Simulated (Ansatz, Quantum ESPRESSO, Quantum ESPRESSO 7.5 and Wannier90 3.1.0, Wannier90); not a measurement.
## zigzag Ti chain, bond 2.30 Å, width 0.8 Å: Wannier functions and conductance

Aim: a Wannier model and the conductance steps that follow from it, for this wire: zigzag Ti chain, bond 2.30 Å, width 0.8 Å.

Program: Quantum ESPRESSO 7.5 and Wannier90 3.1.0. Level of theory: plane-wave DFT, PBE, GBRV ultrasoft pseudopotentials (cross-check by Ansatz 0.2.0 with PAW datasets). Results are calculated unless marked as measured.

### 1. Starting point

The cell holds 2 atoms: 2 Ti. Cell: a = 9.000 Å, b = 8.000 Å, c = 4.313 Å, α = 90.0°, β = 90.0°, γ = 90.0°. Vacuum lies along a and b. The structure's axis is c.

### 2. Self-consistent run

File scf.in:

```
&control
  prefix = 'scf'
  outdir = './out'
  pseudo_dir = './pseudo'
  calculation = 'scf'
  tprnfor = .true.
/
&system
  ibrav = 0
  nat = 2
  ntyp = 1
  ecutwfc = 34
  ecutrho = 170
  occupations = 'smearing'
  smearing = 'mv'
  degauss = 0.005
/
&electrons
  conv_thr = 1e-07
  mixing_beta = 0.4
  electron_maxstep = 120
  mixing_mode = 'local-TF'
/
ATOMIC_SPECIES
  Ti  47.8670  ti_pbe_v1.4.uspp.F.UPF
CELL_PARAMETERS angstrom
  9.00000000000000 0.00000000000000 0.00000000000000
  0.00000000000000 8.00000000000000 0.00000000000000
  0.00000000000000 0.00000000000000 4.31277173056956
ATOMIC_POSITIONS crystal
  Ti  -0.044444444400 0.000000000000 0.000000000000
  Ti  0.044444444400 0.000000000000 0.500000000000
K_POINTS automatic
  1 1 16 0 0 0
```

Command:

```console
> OMP_NUM_THREADS=1 mpirun -n 2 pw.x -nk 1 -in scf.in > scf.out
```

Output:

```text
Program PWSCF v.7.5 starts
[citation notice left out]

     Parallel version (MPI & OpenMP), running on       2 processor cores
     Number of MPI processes:                 2
     Threads/MPI process:                     1

     MPI processes distributed on     1 nodes
[...]
Current dimensions of program PWSCF are:
     Max number of different atomic species (ntypx) = 10
     Max number of k-points (npk) =  40000
     Max angular momentum in pseudopotentials (lmaxx) =  4
     Message from routine setup:
     using ibrav=0 with symmetry is DISCOURAGED, use correct ibrav instead

     R & G space division:  proc/nbgrp/npool/nimage =       2
     Subspace diagonalization in iterative solution of the eigenvalue problem:
     a serial algorithm will be used

     Parallelization info
     --------------------
     sticks:   dense  smooth     PW     G-vecs:    dense   smooth      PW
     Min        1744    1393    392                39202    28010    4224
     Max        1745    1394    393                39203    28011    4225
     Sum        3489    2787    785                78405    56021    8449

     Using Slab Decomposition

     bravais-lattice index     =            0
     lattice parameter (alat)  =      17.0075  a.u.
     unit-cell volume          =    2095.4899 (a.u.)^3
     number of atoms/cell      =            2
     number of atomic types    =            1
     number of electrons       =        24.00
     number of Kohn-Sham states=           16
     kinetic-energy cutoff     =      34.0000  Ry
     charge density cutoff     =     170.0000  Ry
     scf convergence threshold =      1.0E-07
     mixing beta               =       0.4000
     number of iterations used =            8  local-TF  mixing
     Exchange-correlation=  SLA  PW   PBX  PBC
                           (   1   4   3   4   0   0   0)

     celldm(1)=  17.007535  celldm(2)=   0.000000  celldm(3)=   0.000000
     celldm(4)=   0.000000  celldm(5)=   0.000000  celldm(6)=   0.000000

     crystal axes: (cart. coord. in units of alat)
               a(1) = (   1.000000   0.000000   0.000000 )
               a(2) = (   0.000000   0.888889   0.000000 )
               a(3) = (   0.000000   0.000000   0.479197 )

     reciprocal axes: (cart. coord. in units 2 pi/alat)
               b(1) = (  1.000000  0.000000  0.000000 )
               b(2) = (  0.000000  1.125000  0.000000 )
               b(3) = (  0.000000  0.000000  2.086825 )

     PseudoPot. # 1 for Ti read from file:
     ./pseudo/ti_pbe_v1.4.uspp.F.UPF
     Pseudo is Ultrasoft + core correction, Zval = 12.0
     Generated by new atomic code, or converted to UPF format
     Using radial grid of  851 points,  6 beta functions with:
                l(1) =   0
                l(2) =   0
                l(3) =   1
                l(4) =   1
                l(5) =   2
                l(6) =   2
     Q(r) pseudized with  6 coefficients,  rinner =    1.000   1.000   1.000
                                                       1.000   1.000

     atomic species   valence    mass     pseudopotential
     Ti               12.00    47.86700     Ti( 1.00)

      8 Sym. Ops., with inversion, found ( 4 have fractional translation)

   Cartesian axes

     site n.     atom                  positions (alat units)
         1        Ti     tau(   1) = (  -0.0444444   0.0000000   0.0000000  )
         2        Ti     tau(   2) = (   0.0444444   0.0000000   0.2395984  )

     number of k points=     9  Marzari-Vanderbilt smearing, width (Ry)=  0.0050
                       cart. coord. in units 2pi/alat
        k(    1) = (   0.0000000   0.0000000   0.0000000), wk =   0.1250000
        k(    2) = (   0.0000000   0.0000000   0.1304266), wk =   0.2500000
        k(    3) = (   0.0000000   0.0000000   0.2608531), wk =   0.2500000
        k(    4) = (   0.0000000   0.0000000   0.3912797), wk =   0.2500000
        k(    5) = (   0.0000000   0.0000000   0.5217063), wk =   0.2500000
        k(    6) = (   0.0000000   0.0000000   0.6521328), wk =   0.2500000
        k(    7) = (   0.0000000   0.0000000   0.7825594), wk =   0.2500000
        k(    8) = (   0.0000000   0.0000000   0.9129860), wk =   0.2500000
        k(    9) = (   0.0000000   0.0000000  -1.0434125), wk =   0.1250000

     Dense  grid:    78405 G-vectors     FFT dimensions: (  72,  64,  36)

     Smooth grid:    56021 G-vectors     FFT dimensions: (  64,  60,  32)

     Estimated max dynamical RAM per process >     147.41 MB

     Estimated total dynamical RAM >     294.82 MB

     Check: negative core charge=   -0.000005

     Initial potential from superposition of free atoms

     starting charge      21.9999, renormalised to      24.0000

     negative rho (up, down):  5.506E-03 0.000E+00
     Starting wfcs are   20 randomized atomic wfcs

     total cpu time spent up to now is        0.5 secs

     per-process dynamical memory:    34.0 Mb

     Self-consistent Calculation

     iteration #  1     ecut=    34.00 Ry     beta= 0.40
     Davidson diagonalization with overlap
     ethr =  1.00E-02,  avg # of iterations =  5.7

     negative rho (up, down):  2.874E-02 0.000E+00

     total cpu time spent up to now is        1.7 secs

     total energy              =    -238.06668779 Ry
     estimated scf accuracy    <       1.15373502 Ry

     iteration #  2     ecut=    34.00 Ry     beta= 0.40
[...]
negative rho (up, down):  4.798E-02 0.000E+00

[...]
total energy              =    -237.90744726 Ry
     estimated scf accuracy    <       0.41921521 Ry

     iteration #  3     ecut=    34.00 Ry     beta= 0.40
[...]
negative rho (up, down):  2.959E-02 0.000E+00

[...]
total energy              =    -237.99429076 Ry
     estimated scf accuracy    <       0.01764209 Ry

     iteration #  4     ecut=    34.00 Ry     beta= 0.40
[...]
negative rho (up, down):  1.281E-02 0.000E+00

[...]
total energy              =    -237.99691907 Ry
     estimated scf accuracy    <       0.00591604 Ry

     iteration #  5     ecut=    34.00 Ry     beta= 0.40
[...]
negative rho (up, down):  1.097E-02 0.000E+00

[...]
total energy              =    -237.99720450 Ry
     estimated scf accuracy    <       0.00511893 Ry

     iteration #  6     ecut=    34.00 Ry     beta= 0.40
[...]
negative rho (up, down):  7.091E-03 0.000E+00

[...]
total energy              =    -237.99773303 Ry
     estimated scf accuracy    <       0.00051203 Ry

     iteration #  7     ecut=    34.00 Ry     beta= 0.40
[...]
c_bands:  1 eigenvalues not converged
[...]
negative rho (up, down):  3.303E-03 0.000E+00

[...]
total energy              =    -237.99773468 Ry
     estimated scf accuracy    <       0.00017562 Ry

     iteration #  8     ecut=    34.00 Ry     beta= 0.40
[...]
negative rho (up, down):  3.118E-03 0.000E+00

[...]
total energy              =    -237.99777713 Ry
     estimated scf accuracy    <       0.00002858 Ry

     iteration #  9     ecut=    34.00 Ry     beta= 0.40
[...]
negative rho (up, down):  2.949E-03 0.000E+00

[...]
total energy              =    -237.99778947 Ry
     estimated scf accuracy    <       0.00001603 Ry

     iteration # 10     ecut=    34.00 Ry     beta= 0.40
[...]
negative rho (up, down):  2.949E-03 0.000E+00

[...]
total energy              =    -237.99779297 Ry
     estimated scf accuracy    <       0.00000107 Ry

     iteration # 11     ecut=    34.00 Ry     beta= 0.40
[...]
negative rho (up, down):  2.945E-03 0.000E+00

[...]
total energy              =    -237.99779407 Ry
     estimated scf accuracy    <       0.00000020 Ry

     iteration # 12     ecut=    34.00 Ry     beta= 0.40
[...]
negative rho (up, down):  2.943E-03 0.000E+00

[...]
total energy              =    -237.99779410 Ry
     estimated scf accuracy    <       0.00000024 Ry

     iteration # 13     ecut=    34.00 Ry     beta= 0.40
[...]
negative rho (up, down):  2.943E-03 0.000E+00

[...]
End of self-consistent calculation

          k = 0.0000 0.0000 0.0000 (  7005 PWs)   bands (ev):

   -58.2192 -57.7583 -34.9783 -34.6732 -34.5276 -34.5223 -34.3508 -32.9290
    -3.6923  -2.1962  -1.6652  -1.1629  -1.0359  -0.8471  -0.6573  -0.5954

          k = 0.0000 0.0000 0.1304 (  7019 PWs)   bands (ev):

   -58.2149 -57.7629 -34.9741 -34.6702 -34.5269 -34.5124 -34.3540 -32.9446
    -3.6523  -2.1956  -1.6829  -1.2352  -1.0498  -1.0013  -0.6216  -0.3972

          k = 0.0000 0.0000 0.2609 (  7017 PWs)   bands (ev):

   -58.2023 -57.7766 -34.9618 -34.6612 -34.5403 -34.4676 -34.3634 -32.9910
    -3.5329  -2.1902  -1.7674  -1.4169  -1.2042  -0.9026  -0.6992  -0.0413

          k = 0.0000 0.0000 0.3913 (  7013 PWs)   bands (ev):

   -58.1818 -57.7987 -34.9416 -34.6466 -34.5621 -34.3947 -34.3786 -33.0662
    -3.3365  -2.1718  -1.9325  -1.6453  -1.2105  -0.8234  -0.7525   0.0965

          k = 0.0000 0.0000 0.5217 (  7011 PWs)   bands (ev):

   -58.1540 -57.8283 -34.9141 -34.6269 -34.5913 -34.3990 -34.2966 -33.1672
    -3.0678  -2.1325  -2.1109  -1.8755  -1.1234  -0.9831  -0.5664   0.1446

          k = 0.0000 0.0000 0.6521 (  7009 PWs)   bands (ev):

   -58.1200 -57.8641 -34.8804 -34.6267 -34.6028 -34.4237 -34.1769 -33.2897
    -2.7387  -2.2493  -2.0817  -2.0670  -1.1638  -0.9855  -0.3607   0.0387

[...]
the Fermi energy is    -1.3565 ev

!    total energy              =    -237.99779417 Ry
     estimated scf accuracy    <       0.00000002 Ry
     smearing contrib. (-TS)   =      -0.00025199 Ry
     internal energy E=F+TS    =    -237.99754218 Ry

     The total energy is F=E-TS. E is the sum of the following terms:
     one-electron contribution =    -362.66147315 Ry
     hartree contribution      =     176.50244305 Ry
     xc contribution           =     -35.99558041 Ry
     ewald contribution        =     -15.84293166 Ry

     convergence has been achieved in  13 iterations

     negative rho (up, down):  2.943E-03 0.000E+00

     Forces acting on atoms (cartesian axes, Ry/au):

     atom    1 type  1   force =    -0.02198261    0.00000000    0.00000000
     atom    2 type  1   force =     0.02198261    0.00000000    0.00000000

     Total force =     0.031088     Total SCF correction =     0.000030

[...]
=------------------------------------------------------------------------------=
   JOB DONE.
=------------------------------------------------------------------------------=
```

Run time: 14 s. Hardware: 2 MPI ranks of Arm Neoverse V2, shared host; peak memory 0.18 GiB; 27 s of CPU time.

Numbers from this step:

| Quantity | Value |
| --- | --- |
| free energy | -3238.1250 eV |
| Fermi energy | -1.357 eV |

The program's own clock; routines nest. Time by routine:

```
  routine  wall time (s)  calls
    PWSCF          12.96      1
electrons          12.19      1
  c_bands           6.26     13
  cegterg           5.98    117
    h_psi           4.72    624
     fftw           4.42  12098
 vloc_psi           4.15    624
 sum_band           2.54     13
     newd            1.6     14
  mix_rho           1.58     13
     ffts           0.79   1503
 init_run           0.47      1
   calbec            0.4    777
 v_of_rho           0.33     14
```

The run needed 13 iterations to bring the estimated error under 1e-07 Ry; the largest force on any atom, held or free, is 0.57 eV/Å.

### 3. Full uniform mesh without symmetry

Wannier90 needs the states on a whole uniform mesh, listed point by point, without symmetry.

nscf.in is the input of step 2 with these lines changed:

```diff
@@ -1,7 +1,6 @@
 &control
-  prefix = 'scf'
+  prefix = 'nscf'
   outdir = './out'
   pseudo_dir = './pseudo'
-  calculation = 'scf'
-  tprnfor = .true.
+  calculation = 'nscf'
 /
@@ -16,5 +15,8 @@
   degauss = 0.005
+  nosym = .true.
+  noinv = .true.
+  nbnd = 36
 /
 &electrons
-  conv_thr = 1e-07
+  conv_thr = 1e-09
   mixing_beta = 0.4
@@ -22,2 +24,3 @@
   mixing_mode = 'local-TF'
+  diago_full_acc = .true.
 /
@@ -32,3 +35,11 @@
   Ti  0.044444444400 0.000000000000 0.500000000000
-K_POINTS automatic
-  1 1 16 0 0 0
+K_POINTS crystal
+8
+  0.0000000000 0.0000000000 0.0000000000 0.125
+  0.0000000000 0.0000000000 0.1250000000 0.125
+  0.0000000000 0.0000000000 0.2500000000 0.125
+  0.0000000000 0.0000000000 0.3750000000 0.125
+  0.0000000000 0.0000000000 0.5000000000 0.125
+  0.0000000000 0.0000000000 0.6250000000 0.125
+  0.0000000000 0.0000000000 0.7500000000 0.125
+  0.0000000000 0.0000000000 0.8750000000 0.125
```

Command:

```console
> cp -r out/scf.save out/nscf.save
> cp out/scf.xml out/nscf.xml
> OMP_NUM_THREADS=1 mpirun -n 2 pw.x -nk 1 -in nscf.in > nscf.out
```

Output:

```text
[banner, memory and clock lines left out]
Program PWSCF v.7.5 starts
[citation notice left out]

[...]
bravais-lattice index     =            0
     lattice parameter (alat)  =      17.0075  a.u.
     unit-cell volume          =    2095.4899 (a.u.)^3
     number of atoms/cell      =            2
     number of atomic types    =            1
     number of electrons       =        24.00
     number of Kohn-Sham states=           36
     kinetic-energy cutoff     =      34.0000  Ry
     charge density cutoff     =     170.0000  Ry
     Exchange-correlation=  SLA  PW   PBX  PBC
                           (   1   4   3   4   0   0   0)

[...]
PseudoPot. # 1 for Ti read from file:
     ./pseudo/ti_pbe_v1.4.uspp.F.UPF
     Pseudo is Ultrasoft + core correction, Zval = 12.0
     Generated by new atomic code, or converted to UPF format
     Using radial grid of  851 points,  6 beta functions with:
                l(1) =   0
                l(2) =   0
                l(3) =   1
                l(4) =   1
                l(5) =   2
                l(6) =   2
     Q(r) pseudized with  6 coefficients,  rinner =    1.000   1.000   1.000
                                                       1.000   1.000

     atomic species   valence    mass     pseudopotential
     Ti               12.00    47.86700     Ti( 1.00)

     No symmetry found

[...]
number of k points=     8  Marzari-Vanderbilt smearing, width (Ry)=  0.0050
[...]
Dense  grid:    78405 G-vectors     FFT dimensions: (  72,  64,  36)

     Smooth grid:    56021 G-vectors     FFT dimensions: (  64,  60,  32)

     Check: negative core charge=   -0.000005

     The potential is recalculated from file :
     ./out/nscf.save/charge-density

     negative rho (up, down):  2.943E-03 0.000E+00
     Starting wfcs are   20 randomized atomic wfcs +   16 random wfcs

     Band Structure Calculation
     Davidson diagonalization with overlap

     ethr =  4.17E-12,  avg # of iterations = 72.1

     End of band structure calculation

          k = 0.0000 0.0000 0.0000 (  7005 PWs)   bands (ev):

   -58.2177 -57.7569 -34.9770 -34.6719 -34.5261 -34.5208 -34.3496 -32.9276
    -3.6919  -2.1953  -1.6644  -1.1621  -1.0350  -0.8460  -0.6564  -0.5950
    -0.0305   0.2120   0.4437   0.8915   1.4310   2.1988   2.3425   3.6134
     3.7852   3.8722   4.2785   4.3779   6.3657   6.6291   7.6194   7.7167
     7.9308   7.9520   8.8308   8.9669

          k = 0.0000 0.0000 0.2609 (  7017 PWs)   bands (ev):

   -58.2009 -57.7751 -34.9604 -34.6599 -34.5388 -34.4661 -34.3621 -32.9896
    -3.5325  -2.1893  -1.7665  -1.4161  -1.2033  -0.9018  -0.6987  -0.0404
     0.0283   0.2474   0.4677   1.0170   1.5571   2.2302   2.4517   3.6573
     3.8271   3.9178   3.9657   4.3974   6.4048   6.4718   6.8142   7.0952
     7.3223   7.7872   8.0664   8.8980

[...]
the Fermi energy is    -1.3554 ev
     (compare with:    -1.3565 eV, computed in scf)

[...]
```

The job ended after 13 s (2 MPI ranks; peak memory 0.15 GiB; 26 s of CPU time).

Read from the output:

* Fermi energy: -1.355 eV

The program's own clock; routines nest. Time by routine:

```csv
routine,wall time (s),calls
PWSCF,12.49,1
electrons,12.16,1
c_bands,12.16,1
cegterg,11.8,34
h_psi,7.18,619
vloc_psi,6.37,619
fftw,5.78,15596
cdiaghg,0.66,585
h_psi:calbec,0.39,619
calbec,0.39,619
add_vuspsi,0.38,619
s_psi,0.37,619
init_run,0.24,1
newd,0.12,1
```

(Continued in part 2 of 5.)

[Logs are printed without paths, hosts, clocks, repeated set-up lines and the standing remarks that a program may print on its own settings, such as how far it seeks lower states.]

[Hosts, paths, dates, database ids (printed as entryN), source tags and the programs' standing remarks are cut or masked in the printed files.]

[Maps of the electrostatic potential energy from Ansatz leave out the sawtooth potential of an applied field or a dipole correction, so their vacuum need not be flat; planar profiles and work functions include it.]
